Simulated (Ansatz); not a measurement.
**A low-energy model for Rb2MoF4 (started from the K2NiF4 type) (I4/mmm): bands, U and J**

Aim: U, U′ and J for the Mo t2g shell of Rb2MoF4 (started from the K2NiF4 type) (I4/mmm).

Calculated with Ansatz 0.2.0; non-magnetic PBE, then constrained RPA, plane waves, PAW.

The structure was built from a prototype and need not be the compound's stable phase.

### Step 1. The starting structure

The structure is tetragonal, space group I4/mmm (No. 139). The conventional cell has a = 4.278 Å, b = 4.278 Å, c = 14.183 Å, α = 90.00°, β = 90.00°, γ = 90.00°. Nearest to Rb lie 9 F at 2.84 to 3.03 Å. Nearest to Mo lie 6 F at 2.14 to 2.19 Å. Nearest to F lie 2 Mo at 2.14 Å and 4 Rb at 2.97 Å. Nearest to F lie 1 Mo at 2.19 Å and 5 Rb at 2.84 to 3.03 Å. Farther neighbours and most contacts between anions are not listed.

The structure was relaxed with PBE. The structure type comes from a generator and need not be one that this composition takes. The structure was generated from a model, not taken from a measurement. The runs that relaxed it are not among those shown. The program's search for lower electronic states was switched off, so nothing shows that the state found is the lowest. The default PAW set here is soft_2. Its files were made with PBE.

### Step 2. PBE bands and orbital weights

This step: DFT, PBE, plane waves, PAW.

File input.yaml:

```yaml
crystal:
  lattice:
    - [2.13889785, -2.13889785, 7.09172968]
    - [-2.13889785, 2.13889785, 7.09172968]
    - [-2.13889785, -2.13889785, -7.09172968]
  atoms:
    - { symbol: Rb, position: [0.3546380024, 0.3546380024, 0.0] }
    - { symbol: Rb, position: [0.6453619976, 0.6453619976, 0.0] }
    - { symbol: Mo, position: [0.0, 0.0, 0.0] }
    - { symbol: F, position: [0.0, 0.5, 0.5] }
    - { symbol: F, position: [0.5, 0.0, 0.5] }
    - { symbol: F, position: [0.1544665736, 0.1544665736, 0.0] }
    - { symbol: F, position: [0.8455334264, 0.8455334264, 0.0] }
kpoints:
  mp_grid: { grid: [8, 8, 8] }
  band_path:
    path:
      - [[0.0, 0.0, 0.0], [0.0, 0.0, 0.5], [0.25, 0.25, 0.25], [0.0, 0.5, 0.0], [0.0, 0.0, 0.0], [0.5, 0.5, -0.5], [0.27295684, 0.72704316, -0.27295684]]
      - [[-0.27295684, 0.27295684, 0.27295684], [0.0, 0.0, 0.0]]
      - [[0.0, 0.0, 0.5], [-0.04591368, 0.04591368, 0.5]]
      - [[0.5, 0.5, -0.04591368], [0.5, 0.5, -0.5]]
    npoints: 10
hamiltonian:
  xc: pbe
scf:
  occupations: { method: gaussian, width: 0.08 }
  n_extra_bands: 19
  max_iter: 150
  lower_state_search: "off"
output:
  eigenvalues: true
  forces: true
  stress: true
  fatbands: true
  write_density: true
  write_potential: true
  elf: true
  volumetric_format: npy
```

Launch:

```sh
$ ansatz run input.yaml --threads 4 --pin off --max-ram 14745MiB --backend cpu --events-out ev --progress --plain --runs-dir out
```

Numbers of over 12 decimals in the logs are rounded to 6 here.

Log:

```text
basis.fft_grid_basis auto: the FFT boxes are laid along the combinations [[1, -1, 0], [0, 1, 0], [1, 0, 1]] of the cell's own vectors, 6.050, 7.710 and 4.278 Å long. The dense box has 45×54×30 points. Along the cell's own vectors, as sized, it would have 54×54×54, 2.16 times as many. Of the 16 symmetry operations that the crystal satisfies within crystal.symmetry.tolerance (time reversal apart; of a slab, those that  [...]
scf.n_extra_bands = 19 over 30 filled bands (N_el = 60.0): the run solves 49 bands
Engine: ansatz 0.2.0, aarch64-unknown-linux-gnu
Pseudopotentials: kind: paw
Pseudopotential: Rb, paw, valence charge 9, recommended cutoff 420 eV (normal), Rb.paw.azcp
Pseudopotential: Mo, paw, valence charge 14, recommended cutoff 420 eV (normal), Mo.paw.azcp
Pseudopotential: F, paw, valence charge 7, recommended cutoff 420 eV (normal), F.paw.azcp
Functional definition: PBE
  parameter kappa = 0.804
  parameter beta = 0.066725
  exchange = pbe_x(kappa = kappa, mu = beta*pi^2/3)
  correlation = pbe_c(beta = beta)
Crystal: 7 atoms, lattice volume = 129.775 Å³
Basis set: ecut = 420 eV, 2495 PW (Γ), FFT grids on a1−a2, a2, a1+a3, exchange–correlation on 90×108×60 points (8 copies of the dense FFT grid, shifted against one another)
Bands: 49, of which v1, the nominal top of the filled ones, is band 30 counted from 1 (29 counted from 0)
Symmetry: 16 space group operations
Space group: I4/mmm (ITA 139), of the structure as read, at distance tolerance 5.1e-5 Å
k-points: 59 of 512
Non-local potential: Rb, projectors of the file, l = 0: 3, l = 1: 2, l = 2: 2
Non-local potential: Mo, projectors of the file, l = 0: 3, l = 1: 2, l = 2: 2, l = 3: 1
Non-local potential: F, projectors of the file, l = 0: 2, l = 1: 2, l = 2: 1
PAW form: soft (Blöchl's): semilocal exchange-correlation on the pseudo side does not see the compensation charge
PAW one-centre angular grid: Rb, 110 points (default); XC on 64 Gauss nodes
PAW one-centre angular grid: Mo, 590 points (default); XC on 64 Gauss nodes
PAW one-centre angular grid: F, 110 points (default); XC on 64 Gauss nodes
Initial density: superposition of atomic densities (neutral atoms: chi_scale 0, normalization atom), corrected by the library's trained network
Initial wavefunctions: pseudopotential atomic-orbital guess
Functional: x = pbe(κ = 0.804, μ = 0.219515), c = pbe(β = 0.066725)
SCF iter   1: F=—  HF=-14727.339411 eV  |F-HF|=—  |Δ(HF+E_count)|=         —  Δρ=5.15e-3  dr2=3.80e-2  ethr=1.77e-3  ⟨swp⟩=6.0  Hψ=12677  notcnv=0  defer=352
preconditioner: auto → LDOS  [metal: Δε(μ)=0.104 eV  Ē_g=13.696 eV  σ=0.080 eV  W_gap=0.47  n_scr=32 (ndim 8)  ℏωp=20.6 eV  f_vac=0.121  D(μ)=3.59/eV (n_scr^D=24)  β→1.0]
SCF iter   2: F=—  HF=-14727.338184 eV  |F-HF|=—  |Δ(HF+E_count)|=   1.23e-3  Δρ=5.08e-3  dr2=1.90e-2  ethr=6.34e-5  ⟨swp⟩=2.0  Hψ=5443  notcnv=0  defer=716
SCF iter   3: F=—  HF=-14727.334637 eV  |F-HF|=—  |Δ(HF+E_count)|=   3.55e-3  Δρ=1.61e-3  dr2=4.66e-3  ethr=3.16e-5  ⟨swp⟩=2.3  Hψ=3644  notcnv=0  defer=716
SCF iter   4: F=—  HF=-14727.333831 eV  |F-HF|=—  |Δ(HF+E_count)|=   8.06e-4  Δρ=8.45e-4  dr2=1.34e-3  ethr=7.77e-6  ⟨swp⟩=2.2  Hψ=3213  notcnv=0  defer=716
SCF iter   5: F=—  HF=-14727.333534 eV  |F-HF|=—  |Δ(HF+E_count)|=   2.97e-4  Δρ=4.44e-4  dr2=2.82e-4  ethr=2.24e-6  ⟨swp⟩=2.1  Hψ=3392  notcnv=0  defer=716
SCF iter   6: F=—  HF=-14727.333470 eV  |F-HF|=—  |Δ(HF+E_count)|=   6.46e-5  Δρ=1.30e-4  dr2=1.37e-5  ethr=4.71e-7  ⟨swp⟩=2.0  Hψ=3336  notcnv=0  defer=716
SCF iter   7: F=—  HF=-14727.333786 eV  |F-HF|=—  |Δ(HF+E_count)|=   3.16e-4  Δρ=5.08e-5  dr2=2.36e-6  ethr=2.29e-8  ⟨swp⟩=2.0  Hψ=3956  notcnv=0  defer=712
SCF iter   8: F=-14727.333786 eV  HF=-14727.333786 eV  |F-HF|=4.24e-8  |Δ(HF+E_count)|=   3.41e-7  Δρ=1.14e-5  dr2=9.01e-8  ethr=1.67e-10  ⟨swp⟩=14.4  Hψ=23479  notcnv=0
SCF 1 converged in 8 iterations: F = -14727.333786 eV  dr2 = 9.01e-8
  greatest PAW one-centre occupation: 0.998 electrons in one spin orbital (limit 2), on the Mo atom at site 2 (counted from 0), in its partial waves of l = 0
NSCF: frozen V_eff on 94 k-points
SCF converged after 8 iterations
Free energy (F): -14727.333786 eV
Harris-Foulkes:  -14727.333786 eV  (|F-HF|=4.24e-8)
Internal energy: -14727.317921 eV  (E = F + TS)
E sigma→0 (E₀):  -14727.325854 eV
Entropy (-TS):   -0.015865 eV (-2.266 meV/atom)
Fermi energy:    8.884295 eV
--- Per-component energies (eV) ---
  E_band       = -454.359457
  E_kinetic    = 1655.062880
  E_local      = -5628.395395  (includes V_loc(G=0)·N_el)
  E_nonlocal   = 787.312375
  E_hartree    = 2062.863120
  E_xc         = -763.639759
  E_vxc        = -911.461657  (∫ρ·V_xc dr)
  E_paw        = -9240.022488  (= ΣΔE_a)
  E_vpaw       = -482.628148  (= ΣTr[D̂ρ^β])
  E_aug_tail   = 0.008229  (compensation charges beyond the density's cutoff)
  E_ewald      = -3600.506882
  E_smearing   = -0.015865  (= −TS)
  E_closure    = 0.000000  (closes the sum)
  Σ components = -14727.333786   (vs F -14727.333786, Δ=0.00e0)
--- Forces (eV/Å), atoms counted from 1 ---
  atom   1  Rb     0.00000000    -0.00000000    -0.00277209
  atom   2  Rb    -0.00000000    -0.00000000     0.00277209
  atom   3  Mo    -0.00000000     0.00000000     0.00000000
  atom   4  F      0.00000000    -0.00000000     0.00000000
  atom   5  F     -0.00000000     0.00000000     0.00000000
  atom   6  F      0.00000000     0.00000000     0.00776119
  atom   7  F      0.00000000     0.00000000    -0.00776119
  max |Σ_I F_I| component: 2.60e-18 eV/Å
--- Stress (GPa, compression-positive) ---
       -0.037583       0.000000      -0.000000
        0.000000      -0.037583       0.000000
        0.000000      -0.000000       0.026323
  P = ⅓ Tr σ = -0.0163 GPa (-0.163 kbar)
--- Band table (eV; the first three rows and the last of 59) ---
  k-point 0: bands = [... 26 lower, 2.6782, 2.6782, 7.8286, 8.2678, 8.2678, 8.9929, 9.6339, 10.2770, ... 15 higher]
  k-point 1: bands = [... 26 lower, 2.5419, 2.6639, 8.0797, 8.3766, 8.3945, 9.4547, 10.0452, 10.5223, ... 15 higher]
  k-point 2: bands = [... 26 lower, 2.6019, 2.6463, 8.6368, 8.6439, 8.6876, 10.3818, 11.0216, 11.2145, ... 15 higher]
  k-point 58: bands = [... 26 lower, 2.6701, 2.6701, 7.8303, 8.3311, 8.3311, 9.6155, 9.9997, 10.0182, ... 15 higher]
```

The job ended after 13 s (4 threads of Arm Neoverse V1, shared host; peak memory 0.71 GiB).

Numbers from this step:

```
pressure : -0.01628 GPa
```

Electronic bands along the path, in eV, zero at the Fermi level:

```tsv
point	band 27	band 28	band 29	band 30	band 31	band 32	band 33	band 34
Γ	-6.21	-6.21	-1.06	-0.62	-0.62	0.11	0.75	1.39
halfway	-6.28	-6.24	-0.25	-0.24	-0.20	1.50	2.14	2.33
X	-6.22	-6.16	0.14	0.22	0.52	2.15	2.71	3.33
halfway	-6.21	-6.17	0.15	0.21	0.52	2.16	2.78	3.20
P	-6.18	-6.18	0.18	0.18	0.52	2.17	2.97	2.97
halfway	-6.33	-6.25	-0.20	0.16	0.19	1.95	2.70	3.04
N	-6.38	-6.30	-0.54	-0.16	0.21	1.10	2.36	2.55
halfway	-6.30	-6.29	-0.61	-0.58	-0.22	1.00	1.08	2.13
Γ	-6.21	-6.21	-1.06	-0.62	-0.62	0.11	0.75	1.39
halfway	-6.21	-6.21	-1.05	-0.58	-0.58	0.46	0.74	1.31
M	-6.21	-6.21	-1.05	-0.55	-0.55	0.73	1.12	1.13
halfway	-6.31	-6.29	-0.68	-0.54	-0.23	0.99	1.67	1.83
S	-6.38	-6.30	-0.54	-0.18	0.19	1.08	2.35	2.71
jump to S0	-6.38	-6.30	-0.54	-0.18	0.19	1.08	2.35	2.71
halfway	-6.31	-6.29	-0.58	-0.55	-0.17	1.06	1.10	2.29
Γ	-6.21	-6.21	-1.06	-0.62	-0.62	0.11	0.75	1.39
jump to X	-6.22	-6.16	0.14	0.22	0.52	2.15	2.71	3.33
halfway	-6.23	-6.16	0.14	0.22	0.51	2.15	2.71	3.31
R	-6.24	-6.16	0.13	0.21	0.49	2.16	2.73	3.24
jump to G	-6.24	-6.16	0.13	0.21	0.49	2.16	2.73	3.24
halfway	-6.26	-6.25	-0.35	-0.24	-0.22	1.87	1.93	2.03
M	-6.21	-6.21	-1.05	-0.55	-0.55	0.73	1.12	1.13
```

Of the projections kept (Mo 4d, F 2p), the largest for each band there; the rest of the weight can lie on other orbitals:

```tsv
point	band 27	band 28	band 29	band 30	band 31	band 32	band 33	band 34
Γ	F 2p 0.98	F 2p 0.98	Mo 4d 0.99	Mo 4d 0.92	Mo 4d 0.92	Mo 4d 0.01	Mo 4d 0.90	Mo 4d 0.79
X	F 2p 0.96	F 2p 0.98	Mo 4d 0.82	Mo 4d 0.86	Mo 4d 0.83	Mo 4d 0.66	-	Mo 4d 0.04
P	F 2p 0.97	F 2p 0.97	Mo 4d 0.84	Mo 4d 0.84	Mo 4d 0.82	Mo 4d 0.66	Mo 4d 0.02	Mo 4d 0.02
N	F 2p 0.99	F 2p 0.97	Mo 4d 0.93	Mo 4d 0.90	Mo 4d 0.85	Mo 4d 0.82	Mo 4d 0.52	F 2p 0.07
Γ	F 2p 0.98	F 2p 0.98	Mo 4d 0.99	Mo 4d 0.92	Mo 4d 0.92	Mo 4d 0.01	Mo 4d 0.90	Mo 4d 0.79
M	F 2p 0.98	F 2p 0.98	Mo 4d 0.99	Mo 4d 0.93	Mo 4d 0.93	Mo 4d 0.89	F 2p 0.06	Mo 4d 0.56
```

Valence density in the ac plane of the conventional cell at fractional y = 0.000, with atoms of Rb and Mo and F within 0.2 Å of it. It is the smooth field of the valence electrons, not physical close to the nuclei.

Ten steps, logarithmic in the rise over the least value, from '0' (0 e/Å³) to '9' (11 e/Å³), each cell a mean:
```
87633588743478
44321233211234
65310000001246
98521000001369
76310000001246
21100000000011
33210000000123
66531000002456
56541000012566
55421000001355
22111344321112
00013699852000
00013588742000
33211233211123
66531000002456
56541000012566
55421000001345
22100000000112
32100000000123
87420000001358
98520000001369
54210000001234
65422344422345
88634699853578
```
Columns run along a (4.3 Å), rows up along c (14.2 Å), edges of the conventional cell, whose origin can differ from the input's. Atoms in or near the plane, at fractional coordinates: Rb at (0.00, 0.35), Rb at (0.00, 0.65), Mo at (0.00, 0.00), F at (0.50, 0.00), F at (0.50, 0.50), F at (0.00, 0.15), F at (0.00, 0.85).

Electrostatic potential energy in the ac plane of the conventional cell at fractional y = 0.000, with atoms of Rb and Mo and F within 0.2 Å of it. With pseudopotentials it is smooth inside the atoms' cores, unlike the true potential.

Ten even steps from '_' (-82 eV) to '@' (11 eV), each cell a mean:
```
..--**%%@@%%**++**%%@@##==::
##%%@@@@@@@@@@@@@@@@@@@@%%##
##%%@@@@@@@@@@@@@@@@@@@@@@##
==++%%@@@@@@@@@@@@@@@@@@##==
##%%@@@@@@@@@@@@@@@@@@@@@@##
@@@@@@@@@@@@@@@@@@@@@@@@@@@@
%%%%@@@@@@@@@@@@@@@@@@@@@@%%
::--##%%@@@@@@@@@@@@@@%%++::
____==%%@@@@@@@@@@@@@@##::__
==++##@@@@@@@@@@@@@@@@%%**==
@@@@@@@@@@@@@@%%@@@@@@@@@@@@
@@@@@@@@@@##++==++%%@@@@@@@@
@@@@@@@@@@%%**++**@@@@@@@@@@
%%%%@@@@@@@@@@@@@@@@@@@@@@%%
..--**%%@@@@@@@@@@@@@@%%++::
____==%%@@@@@@@@@@@@@@##::__
==++%%@@@@@@@@@@@@@@@@%%##==
@@@@@@@@@@@@@@@@@@@@@@@@@@@@
@@@@@@@@@@@@@@@@@@@@@@@@@@@@
++##@@@@@@@@@@@@@@@@@@@@%%**
==**%%@@@@@@@@@@@@@@@@@@##++
%%@@@@@@@@@@@@@@@@@@@@@@@@%%
++**%%@@@@@@@@%%@@@@@@%%##**
__::++%%@@##++==++%%%%**--..
```
Columns run along a (4.3 Å; values clipped at the 3rd and 97th percentile), rows up along c (14.2 Å), edges of the conventional cell, whose origin can differ from the input's. Atoms in or near the plane, at fractional coordinates: Rb at (0.00, 0.35), Rb at (0.00, 0.65), Mo at (0.00, 0.00), F at (0.50, 0.00), F at (0.50, 0.50), F at (0.00, 0.15), F at (0.00, 0.85).

[end of part 1 of 2]

[Paths, hosts, dates, memory and timing lines, banners, echoed tables and standing remarks are left out of the program output.]

[Logs are printed without paths, hosts, clocks, repeated set-up lines and the standing remarks that a program may print on its own settings, such as how far it seeks lower states.]

[Runs of the session that timed out or met a known fault of the program may be left out.]

[Hosts, paths, dates, database ids (printed as entryN), source tags and the programs' standing remarks are cut or masked in the printed files.]
